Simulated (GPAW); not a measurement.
# Rh L₃ ELNES/XANES of LiRh (P-6m2) from DFT

What does one-electron theory with a core hole give for the Rh L₃ edge of LiRh (P-6m2)?

Calculated with GPAW 26.7.0; X-ray absorption from dipole matrix elements to empty bands, plane-wave PAW LDA.

### Step 1. Set-up

Symmetry: P-6m2, No. 187, hexagonal system. Conventional cell: a = 2.652 Å, b = 2.652 Å, c = 4.327 Å, α = 90.00°, β = 90.00°, γ = 120.00°. Nearest to Rh lie 6 Li at 2.65 Å and 6 Rh at 2.65 Å. Nearest to Li lie 6 Rh at 2.65 Å and 6 Li at 2.65 Å. Farther neighbours are not listed.

Coordinates:

```xyz
2
Lattice="2.6523 0.0000 0.0000 -1.3262 2.2970 0.0000 0.0000 0.0000 4.3266" Properties=species:S:1:pos:R:3 pbc="T T T"
Rh    1.3262    0.7657    0.0000
Li    0.0000    0.0000    2.1633
```

### Step 2. The field without a hole

The ground state comes first: it tells whether the system has a gap, which decides how the excited electron is treated.

File scf.py:

```python
import numpy as np
from ase import Atoms
from ase.parallel import parprint, paropen
from gpaw import GPAW, PW, FermiDirac, Mixer, MixerDif, setup_paths
from gpaw.test import gen
setup_paths.insert(0, '.')
gen('Rh', name='nch2p', xcname='LDA', corehole=(2, 1, 0), write_xml=True)
from gpaw.mpi import world
world.barrier()

atoms = Atoms('RhLi',
    cell=[[2.65230046, 0, 0],
     [-1.32615023, 2.29695958, 0],
     [0, 0, 4.32660441]],
    scaled_positions=[[0.66666667, 0.33333333, 0],
     [0, 0, 0.5]],
    pbc=True)
atoms.calc = calc = GPAW(legacy_gpaw=True, mode=PW(500), xc='LDA', setups={0: 'nch2p'},
    kpts={'size': (11, 11, 6), 'gamma': True}, occupations=FermiDirac(0.05),
    charge=0, mixer=Mixer(0.1, 5, 50), maxiter=150,
    convergence={'density': 0.0001}, txt='scf.txt')
energy = atoms.get_potential_energy() + calc.get_reference_energy()
ef = calc.get_fermi_level()
out = dict(energy=energy, fermi=ef, forces=atoms.get_forces().tolist())
parprint(f'all-electron energy {energy:.4f} eV, Fermi level {ef:.4f} eV')
ev = np.array([[calc.get_eigenvalues(k, s) for k in range(len(calc.get_ibz_k_points()))] for s in range(calc.get_number_of_spins())])
out['homo'], out['lumo'], out['counts'] = ev[ev < ef].max(), ev[ev > ef].min(), sorted(set((ev < ef).sum((0, 2)).tolist()))
out['filled'] = (ev[:, 0] < ef).sum(1).tolist()
import json
with paropen('out.json', 'w') as f:
    json.dump(out, f)
```

Launch:

```console
$ OMP_NUM_THREADS=1 mpirun -n 4 gpaw python scf.py
```

Numbers of over 12 decimals in the logs are rounded to 6 here.

What it wrote:

```text
Input parameters:
  convergence: {density: 0.0001}
  kpts: {gamma: True,
         size: (11, 11, 6)}
  maxiter: 150
  mixer: {backend: pulay,
          beta: 0.1,
          method: separate,
          nmaxold: 5,
          weight: 50}
  mode: {ecut: 500.0,
         name: pw}
  occupations: {fixmagmom: False,
                name: fermi-dirac,
                width: 0.05}
  setups: {0: nch2p}

Initialize ...

[... PAW data sets ...]

Reference energy: -130208.739029  # eV

Spin-paired calculation

[... convergence settings ...]
Symmetries present (total): 4
  [... symmetry matrices ...]

726 k-points: 11 x 11 x 6 Monkhorst-Pack grid + [0.000000,0.000000,1/12]
144 k-points in the irreducible part of the Brillouin zone
       k-points in crystal coordinates                weights
   0:     0.00000000    0.00000000    0.00000000          1/726
   1:     0.00000000    0.00000000    0.16666667          2/726
   2:     0.00000000    0.00000000    0.33333333          2/726
   3:     0.00000000    0.00000000    0.50000000          1/726
   4:     0.00000000    0.09090909    0.00000000          2/726
   5:     0.00000000    0.09090909    0.16666667          4/726
   6:     0.00000000    0.09090909    0.33333333          4/726
   7:     0.00000000    0.09090909    0.50000000          2/726
   8:     0.00000000    0.18181818    0.00000000          2/726
   9:     0.00000000    0.18181818    0.16666667          4/726
          ...
 143:     0.45454545    0.45454545    0.50000000          4/726

Wave functions: Plane wave expansion
  Cutoff energy: 500.000 eV
  Number of coefficients (min, max): 658, 687
  Pulay-stress correction: 0.000000 eV/Ang^3 (de/decut=0.000000)
  Using FFTW library
  Wavefunction extrapolation:
    Improved wavefunction reuse through dual PAW basis

Occupation numbers: Fermi-Dirac:
  width: 0.0500  # eV

Eigensolver
   Davidson(niter=2)

Densities:
  Coarse grid: 14*14*24 grid
  Fine grid: 28*28*48 grid
  Total Charge: 0.000000

Density mixing:
  Method: separate
  Backend: pulay
  Linear mixing parameter: 0.1
  old densities: 5
  Width of damping distribution: 1.1
  Damping of long wavelength oscillations: 50

[... Hamiltonian set-up ...]
Number of atoms: 2
Number of atomic orbitals: 16
Number of bands in calculation: 14
Number of valence electrons: 16
Bands to converge: occupied

... initialized

Initializing position-dependent things.

Density initialized from atomic densities
Creating initial wave functions:
  14 bands from LCAO basis set

       Li

           Rh

Atomic positions and initial magnetic moments

Positions:
   0 Rh     1.326150    0.765653    0.000000    ( 0.0000,  0.0000,  0.0000)
   1 Li     0.000000    0.000000    2.163302    ( 0.0000,  0.0000,  0.0000)

Unit cell:
           periodic     x           y           z      points  spacing
  1. axis:    yes    2.652300    0.000000    0.000000    14     0.1641
  2. axis:    yes   -1.326150    2.296960    0.000000    14     0.1641
  3. axis:    yes    0.000000    0.000000    4.326604    24     0.1803

  Lengths:   2.652300   2.652300   4.326604
  Angles:   90.000000  90.000000 120.000000

Effective grid spacing dv^(1/3) = 0.1776

iter:   1   -12.327002
iter:   2   -11.548551   -1.58  -1.15
iter:   3   -11.145488   -1.48  -1.34
iter:   4   -11.118801   -3.00  -1.68
iter:   5   -11.094228   -2.44  -1.80
iter:   6   -11.093010   -3.13  -2.23
iter:   7   -11.091528c  -3.32  -2.38
iter:   8   -11.091312c  -4.33  -3.07
iter:   9   -11.091317c  -4.36  -3.12
iter:  10   -11.091303c  -5.30  -3.46
iter:  11   -11.091305c  -5.94  -3.83
iter:  12   -11.091309c  -5.82  -3.87
iter:  13   -11.091308c  -7.19  -4.07c
iter:  14   -11.091309c  -8.37c -4.72c

Converged after 14 iterations.

Dipole moment: (2.962224, -1.710241, -0.000000) |e|*Ang

Energy contributions relative to reference atoms: (reference = -130208.739029)

Kinetic:         -1.999403
Potential:       +0.531291
External:        +0.000000
XC:              -9.455033
Entropy (-ST):   -0.014364
Local:           -0.160983
SIC:             +0.000000
--------------------------
Free energy:    -11.098491
Extrapolated:   -11.091309

Showing only first 2 kpts
 Kpt  Band  Eigenvalues  Occupancy
  0     6      4.02915    2.00000
  0     7      6.35022    0.00165
  0     8      6.35022    0.00165
  0     9      6.84527    0.00000

  1     6      4.03136    2.00000
  1     7      6.26087    0.00981
  1     8      6.34173    0.00195
  1     9      6.34173    0.00195

Fermi level: 5.99523

No gap
No difference between direct/indirect transitions

Forces in eV/Ang:
  0 Rh    0.00000   -0.00000    0.00000
  1 Li    0.00000   -0.00000    0.00000
Scalar-relativistic atomic LDA calculation for Rh (Rhodium, Z=45)
Core hole in 2p state (2p occupation: 6.0)
750 radial gridpoints.
|------------------------------------------------|
|------------------------------------------------|
[... the atom generator's iteration count ...]

Energy contributions:
-------------------------
Kinetic:    +4943.601068
XC:          -133.806820
Potential:  -9587.541699
-------------------------
Total:      -4777.747452

state      eigenvalue         ekin         rmax
-----------------------------------------------
1s^2.0 :  -844.799541  1071.642816        0.021
2s^2.0 :  -122.540305   219.243051        0.120
2p^6.0 :  -109.972650   210.247043        0.096
3s^2.0 :   -21.878604    59.694416        0.352
3p^6.0 :   -17.734596    55.436348        0.345
3d^10.0:   -11.061686    49.656667        0.291
4s^2.0 :    -3.031369    14.629350        0.880
4p^6.0 :    -1.857314    12.004495        0.942
4d^8.0 :    -0.225910     6.142971        1.148
5s^1.0 :    -0.168376     1.344051        2.632
5p^0.0 :    -0.035593     0.523604        3.767
-----------------------------------------------
(units: Bohr and Hartree)

Generating PAW setup
Kinetic energy of the core from tauc = 4931.106195907298
Cutoffs:
rc(s)=2.400
rc(p)=2.610
rc(d)=2.350
rc(vbar)=2.390
rc(comp)=2.290
rc(nct)=2.610

Kinetic energy of the core states: 4821.086280
Charge: 0.0
Core electrons: 30.0
Valence electrons: 15.0
Pseudo-core charge: 0.089799
Shape function alpha=1.907
Pseudo-electron charge 5.883407
state    eigenvalue         norm
--------------------------------
5s(1) :    -0.168376     1.017377
*s    :     0.831624
4p(6) :    -1.857314     0.120652
5p(0) :    -0.035593     0.998302
4d(8) :    -0.225910     0.506540
*d    :     0.774090
--------------------------------

Diagonalizing with gridspacing h=0.050

state   all-electron     PAW
-------------------------------
5s:      -0.168376    -0.168508
4p:      -1.857314    -1.857524
4d:      -0.225910    -0.226752
*f:                    0.069742
-------------------------------
all-electron energy -130219.8303 eV, Fermi level 5.9952 eV
```

Run time: 7.7 s. Hardware: 4 MPI ranks of Arm Neoverse V2, shared host; peak memory 0.17 GiB; 30 s of CPU time.

The mesh shows no gap, so the system is treated as a metal and the core electron is put at the Fermi level (neutral cell).

### Step 3. Spectrum without a core hole, Rh atom 1

This cheap baseline ignores the attraction of the hole: it shows the absorber's empty states as they are in the ground state. The data set with a hole of occupation 0 only carries the core orbital.

The absorber has 6 Li at 2.65 Å and 6 Rh at 2.65 Å (anticuboctahedral, as in hcp, site symmetry -6m2).

File xas.py:

```python
import numpy as np
from ase import Atoms
from ase.parallel import parprint, paropen
from gpaw import GPAW, PW, FermiDirac, Mixer, MixerDif, setup_paths
from gpaw.test import gen
setup_paths.insert(0, '.')
gen('Rh', name='nch2p', xcname='LDA', corehole=(2, 1, 0), write_xml=True)
from gpaw.mpi import world
world.barrier()

atoms = Atoms('RhLi',
    cell=[[2.65230046, 0, 0],
     [-1.32615023, 2.29695958, 0],
     [0, 0, 4.32660441]],
    scaled_positions=[[0.66666667, 0.33333333, 0],
     [0, 0, 0.5]],
    pbc=True)
atoms.calc = calc = GPAW(legacy_gpaw=True, mode=PW(500), xc='LDA', setups={0: 'nch2p'},
    kpts={'size': (15, 15, 8), 'gamma': True}, occupations=FermiDirac(0.1),
    charge=0, mixer=Mixer(0.1, 5, 50), maxiter=150,
    convergence={'density': 0.0001}, txt='scf.txt')
energy = atoms.get_potential_energy() + calc.get_reference_energy()
ef = calc.get_fermi_level()
out = dict(energy=energy, fermi=ef, forces=atoms.get_forces().tolist())
parprint(f'all-electron energy {energy:.4f} eV, Fermi level {ef:.4f} eV')
ev = np.array([[calc.get_eigenvalues(k, s) for k in range(len(calc.get_ibz_k_points()))] for s in range(calc.get_number_of_spins())])
out['homo'], out['lumo'], out['counts'] = ev[ev < ef].max(), ev[ev > ef].min(), sorted(set((ev < ef).sum((0, 2)).tolist()))
out['filled'] = (ev[:, 0] < ef).sum(1).tolist()

from ase.units import Ha
from gpaw.xas import dipole_matrix_elements
nb = int(calc.get_number_of_electrons() / 2) + 24
top = nb
nscf = calc.fixed_density(kpts={'size': (11, 11, 6), 'gamma': True},
    convergence={'eigenstates': 1.0}, txt='nscf.txt')
nscf.diagonalize_full_hamiltonian(nbands=nb)
cell = atoms.cell.array
ops = [cell.T @ U.T @ np.linalg.inv(cell.T) for U in nscf.wfs.kd.symmetry.op_scc]
E = np.arange(-25, 34, 0.1)
fwhm = np.interp(E, [4, 25], [2.13, 3.5])
Y, X, zero, highest = 0, 0, 1e9, 1e9
for spin in range(nscf.get_number_of_spins()):
    wfs = nscf.wfs
    A = dipole_matrix_elements(wfs.setups[0])
    eps = np.zeros((wfs.kd.nibzkpts, nb))
    d = np.zeros((3, A.shape[1], wfs.kd.nibzkpts, nb), complex)
    for kpt in wfs.kpt_u:
        if kpt.s == spin and 0 in kpt.P_ani:
            eps[kpt.k] = kpt.eps_n * Ha
            d[:, :, kpt.k] = (kpt.weight * wfs.nspins / 2) ** 0.5 * np.inner(A, kpt.P_ani[0])
    world.sum(eps)
    world.sum(d)
    T = np.einsum('amkn,bmkn->abkn', d, d.conj()).real
    T = sum(np.einsum('ai,ijkn,bj->abkn', R, T, R) for R in ops) / len(ops)
    empty = eps > ef
    zero, highest = min(zero, eps[empty].min()), min(highest, eps[:, top - 1].min())
    lines = [(eps, T, empty)] if spin == 0 else lines + [(eps, T, empty)]
for eps, T, empty in lines:
    f = np.einsum('aakn->akn', T).reshape(3, -1)
    x = eps.ravel() - zero
    w = np.interp(x, E, fwhm) / 2.35482
    g = np.exp(-0.5 * ((E[:, None] - x) / w) ** 2) / (w * (2 * np.pi) ** 0.5)
    Y = Y + (f * empty.ravel()) @ g.T
    X = X + (f * ~empty.ravel()) @ g.T
out.update(E=E.round(2).tolist(), xas=Y.tolist(), xes=X.tolist(), zero=zero, valid=highest - zero, nk=len(eps), nb=nb)
for i in range(0, len(E), 10):
    parprint(f'{E[i]:7.2f}', *(f'{v:10.3e}' for v in Y[:, i]))
import json
with paropen('out.json', 'w') as f:
    json.dump(out, f)
```

Launch:

```console
$ OMP_NUM_THREADS=1 mpirun -n 4 gpaw python xas.py
```

What it wrote:

```text
Input parameters:
  convergence: {density: 0.0001}
  kpts: {gamma: True,
         size: (15, 15, 8)}
  maxiter: 150
  mixer: {backend: pulay,
          beta: 0.1,
          method: separate,
          nmaxold: 5,
          weight: 50}
  mode: {ecut: 500.0,
         name: pw}
  occupations: {fixmagmom: False,
                name: fermi-dirac,
                width: 0.1}
  setups: {0: nch2p}

Initialize ...

[...]
*d    :     0.774090
--------------------------------

Diagonalizing with gridspacing h=0.050

state   all-electron     PAW
-------------------------------
5s:      -0.168376    -0.168508
4p:      -1.857314    -1.857524
4d:      -0.225910    -0.226752
*f:                    0.069742
-------------------------------
all-electron energy -130219.8524 eV, Fermi level 6.0967 eV
[...]
32.00  6.121e-06  6.121e-06  6.383e-06
  33.00  6.599e-06  6.599e-06  6.658e-06
[key lines of the parts left out:]
Converged after 15 iterations.
Dipole moment: (2.951892, -1.704276, -0.000000) |e|*Ang
Free energy:    -11.134340
Fermi level: 6.09673
```

Run time: 35 s. Hardware: 4 MPI ranks; peak memory 0.25 GiB; 2.3 min of CPU time.

The Rh L₃ spectrum, Rh atom 1, no core hole (energy from the lowest empty level; intensity scaled to a mean of 1 over the first 20 eV; polarised curves are means over the symmetry-equivalent atoms):

| E (eV) | isotropic | ε ⊥ c | ε ∥ c |
| --- | --- | --- | --- |
| -2.0 | 0.07 | 0.06 | 0.08 |
| -1.5 | 0.23 | 0.21 | 0.27 |
| -1.0 | 0.58 | 0.55 | 0.62 |
| -0.5 | 1.15 | 1.16 | 1.12 |
| 0.0 | 1.79 | 1.91 | 1.57 |
| 0.5 | 2.26 | 2.52 | 1.75 |
| 1.0 | 2.42 | 2.78 | 1.68 |
| 1.5 | 2.28 | 2.66 | 1.51 |
| 2.0 | 2.01 | 2.34 | 1.36 |
| 2.5 | 1.72 | 1.96 | 1.24 |
| 3.0 | 1.42 | 1.58 | 1.11 |
| 3.5 | 1.16 | 1.25 | 0.99 |
| 4.0 | 0.96 | 0.99 | 0.88 |
| 4.5 | 0.82 | 0.82 | 0.81 |
| 5.0 | 0.72 | 0.70 | 0.75 |
| 5.5 | 0.62 | 0.59 | 0.68 |
| 6.0 | 0.55 | 0.52 | 0.62 |
| 6.5 | 0.55 | 0.51 | 0.62 |
| 7.0 | 0.62 | 0.58 | 0.70 |
| 7.5 | 0.75 | 0.70 | 0.84 |
| 8.0 | 0.86 | 0.80 | 1.00 |
| 8.5 | 0.92 | 0.84 | 1.09 |
| 9.0 | 0.92 | 0.82 | 1.12 |
| 9.5 | 0.87 | 0.77 | 1.07 |
| 10.0 | 0.81 | 0.72 | 1.00 |
| 10.5 | 0.79 | 0.71 | 0.94 |
| 11.0 | 0.80 | 0.75 | 0.92 |
| 11.5 | 0.86 | 0.82 | 0.94 |
| 12.0 | 0.94 | 0.91 | 0.99 |
| 12.5 | 1.00 | 0.98 | 1.05 |
| 13.0 | 1.03 | 1.00 | 1.08 |
| 13.5 | 1.01 | 0.98 | 1.07 |
| 14.0 | 0.96 | 0.93 | 1.01 |
| 14.5 | 0.90 | 0.88 | 0.94 |
| 15.0 | 0.85 | 0.84 | 0.87 |
| 15.5 | 0.81 | 0.82 | 0.79 |
| 16.0 | 0.77 | 0.80 | 0.72 |
| 16.5 | 0.74 | 0.79 | 0.65 |
| 17.0 | 0.72 | 0.79 | 0.58 |
| 17.5 | 0.70 | 0.79 | 0.53 |
| 18.0 | 0.69 | 0.80 | 0.49 |
| 18.5 | 0.68 | 0.79 | 0.46 |
| 19.0 | 0.67 | 0.78 | 0.45 |
| 19.5 | 0.65 | 0.74 | 0.46 |
| 20.0 | 0.63 | 0.70 | 0.48 |
| 20.5 | 0.61 | 0.66 | 0.52 |
| 21.0 | 0.61 | 0.63 | 0.55 |
| 21.5 | 0.60 | 0.61 | 0.59 |
| 22.0 | 0.60 | 0.60 | 0.61 |
| 22.5 | 0.61 | 0.60 | 0.61 |
| 23.0 | 0.61 | 0.61 | 0.61 |
| 23.5 | 0.61 | 0.61 | 0.61 |
| 24.0 | 0.62 | 0.62 | 0.61 |
| 24.5 | 0.63 | 0.63 | 0.62 |
| 25.0 | 0.64 | 0.63 | 0.64 |
| 25.5 | 0.65 | 0.64 | 0.66 |
| 26.0 | 0.66 | 0.64 | 0.68 |
| 26.5 | 0.67 | 0.65 | 0.70 |
| 27.0 | 0.67 | 0.65 | 0.71 |
| 27.5 | 0.68 | 0.66 | 0.72 |
| 28.0 | 0.68 | 0.66 | 0.71 |
| 28.5 | 0.68 | 0.67 | 0.71 |
| 29.0 | 0.68 | 0.67 | 0.70 |
| 29.5 | 0.69 | 0.68 | 0.70 |
| 30.0 | 0.70 | 0.69 | 0.71 |
| 30.5 | 0.71 | 0.70 | 0.73 |
| 31.0 | 0.73 | 0.72 | 0.76 |
| 31.5 | 0.76 | 0.75 | 0.78 |
| 32.0 | 0.79 | 0.78 | 0.81 |

Main maxima below 30 eV (height): 1.0 eV (2.42), 8.6 eV (0.93) and 13.0 eV (1.03). At an L edge the dipole rule selects empty d (and weakly s) states on the absorber, and the strong line at the onset measures the empty part of its d band.

The same matrix elements for filled bands give the Rh L₃ emission of Rh atom 1 (ground-state approximation; energy from the lowest empty level, largest value 1):

| E (eV) | emission |
| --- | --- |
| -24.00 | 0.00 |
| -23.25 | 0.00 |
| -22.50 | 0.00 |
| -21.75 | 0.00 |
| -21.00 | 0.00 |
| -20.25 | 0.00 |
| -19.50 | 0.00 |
| -18.75 | 0.00 |
| -18.00 | 0.00 |
| -17.25 | 0.00 |
| -16.50 | 0.00 |
| -15.75 | 0.00 |
| -15.00 | 0.00 |
| -14.25 | 0.00 |
| -13.50 | 0.00 |
| -12.75 | 0.00 |
| -12.00 | 0.00 |
| -11.25 | 0.00 |
| -10.50 | 0.00 |
| -9.75 | 0.00 |
| -9.00 | 0.00 |
| -8.25 | 0.00 |
| -7.50 | 0.00 |
| -6.75 | 0.01 |
| -6.00 | 0.05 |
| -5.25 | 0.16 |
| -4.50 | 0.36 |
| -3.75 | 0.60 |
| -3.00 | 0.81 |
| -2.25 | 0.94 |
| -1.50 | 1.00 |
| -0.75 | 0.90 |
| 0.00 | 0.58 |
| 0.75 | 0.24 |
| 1.50 | 0.06 |
| 2.25 | 0.01 |
| 3.00 | 0.00 |

Emission maxima: -1.4 eV (1.00).

### Step 4. Supercell without a hole, the energy reference

The photon energy needs a difference of total energies, so the cell and mesh of the coming hole run are first run without a hole.

scf.py: that of step 2 with these lines changed.

```diff
@@ -10,11 +10,33 @@
 
-atoms = Atoms('RhLi',
-    cell=[[2.65230046, 0, 0],
-     [-1.32615023, 2.29695958, 0],
-     [0, 0, 4.32660441]],
-    scaled_positions=[[0.66666667, 0.33333333, 0],
-     [0, 0, 0.5]],
+atoms = Atoms('Rh12Li12',
+    cell=[[-2.65230046, 4.59391915, 4.32660441],
+     [-2.65230046, -4.59391915, 4.32660441],
+     [5.30460092, 0, 4.32660441]],
+    scaled_positions=[[0, 0.83333333, 0.16666667],
+     [0.33333333, 0.16666667, 0.5],
+     [0.5, 0.33333333, 0.16666667],
+     [0, 0.33333333, 0.66666667],
+     [0.66666667, 0.5, 0.83333333],
+     [0.66666667, 0, 0.33333333],
+     [0.16666667, 0, 0.83333333],
+     [0.16666667, 0.5, 0.33333333],
+     [0.83333333, 0.66666667, 0.5],
+     [0.33333333, 0.66666667, 0],
+     [0.5, 0.83333333, 0.66666667],
+     [0.83333333, 0.16666667, 0],
+     [0.16666667, 0.16666667, 0.16666667],
+     [0.5, 0.5, 0.5],
+     [0.66666667, 0.66666667, 0.16666667],
+     [0.16666667, 0.66666667, 0.66666667],
+     [0.83333333, 0.83333333, 0.83333333],
+     [0.83333333, 0.33333333, 0.33333333],
+     [0.33333333, 0.33333333, 0.83333333],
+     [0.33333333, 0.83333333, 0.33333333],
+     [0, 0, 0.5],
+     [0.5, 0, 0],
+     [0.66666667, 0.16666667, 0.66666667],
+     [0, 0.5, 0]],
     pbc=True)
 atoms.calc = calc = GPAW(legacy_gpaw=True, mode=PW(500), xc='LDA', setups={0: 'nch2p'},
-    kpts={'size': (11, 11, 6), 'gamma': True}, occupations=FermiDirac(0.05),
+    kpts={'size': (4, 4, 4), 'gamma': True}, occupations=FermiDirac(0.1),
     charge=0, mixer=Mixer(0.1, 5, 50), maxiter=150,
```

Launch:

```console
$ OMP_NUM_THREADS=1 mpirun -n 4 gpaw python scf.py
```

What it wrote:

```text
Input parameters:
  convergence: {density: 0.0001}
  kpts: {gamma: True,
         size: (4, 4, 4)}
  maxiter: 150
  mixer: {backend: pulay,
          beta: 0.1,
          method: separate,
          nmaxold: 5,
          weight: 50}
  mode: {ecut: 500.0,
         name: pw}
  occupations: {fixmagmom: False,
                name: fermi-dirac,
                width: 0.1}
  setups: {0: nch2p}

Initialize ...

[...]
*s    :     0.831624
4p(6) :    -1.857314     0.120652
5p(0) :    -0.035593     0.998302
4d(8) :    -0.225910     0.506540
*d    :     0.774090
--------------------------------

Diagonalizing with gridspacing h=0.050

state   all-electron     PAW
-------------------------------
5s:      -0.168376    -0.168508
4p:      -1.857314    -1.857524
4d:      -0.225910    -0.226752
*f:                    0.069742
-------------------------------
all-electron energy -1562638.1460 eV, Fermi level 6.0758 eV
[key lines of the parts left out:]
Converged after 19 iterations.
Dipole moment: (-0.000014, -0.000008, -0.000000) |e|*Ang
Free energy:   -133.564434
Fermi level: 6.07579
```

Run time: 4.9 min. Hardware: 4 MPI ranks; peak memory 0.61 GiB.

Reference energy: -1562638.146 eV with the cores included.

(Continued in part 2 of 3.)

[Banner, clock and machine lines of the logs are left out without a mark of their own.]

[Logs are printed without paths, hosts, clocks, repeated set-up lines and the standing remarks that a program may print on its own settings, such as how far it seeks lower states.]

[Hosts, paths, dates, database ids (printed as entryN), source tags and the programs' standing remarks are cut or masked in the printed files.]

[Lists of maxima count a maximum above −3 eV only where it reaches 4 % of the highest in the window and stands out from its surroundings by 2 % of it (1.5 % where it reaches 55 %); shoulders and weaker maxima are passed over, and of the rest the first, up to two pre-edge ones and the few strongest are named.]
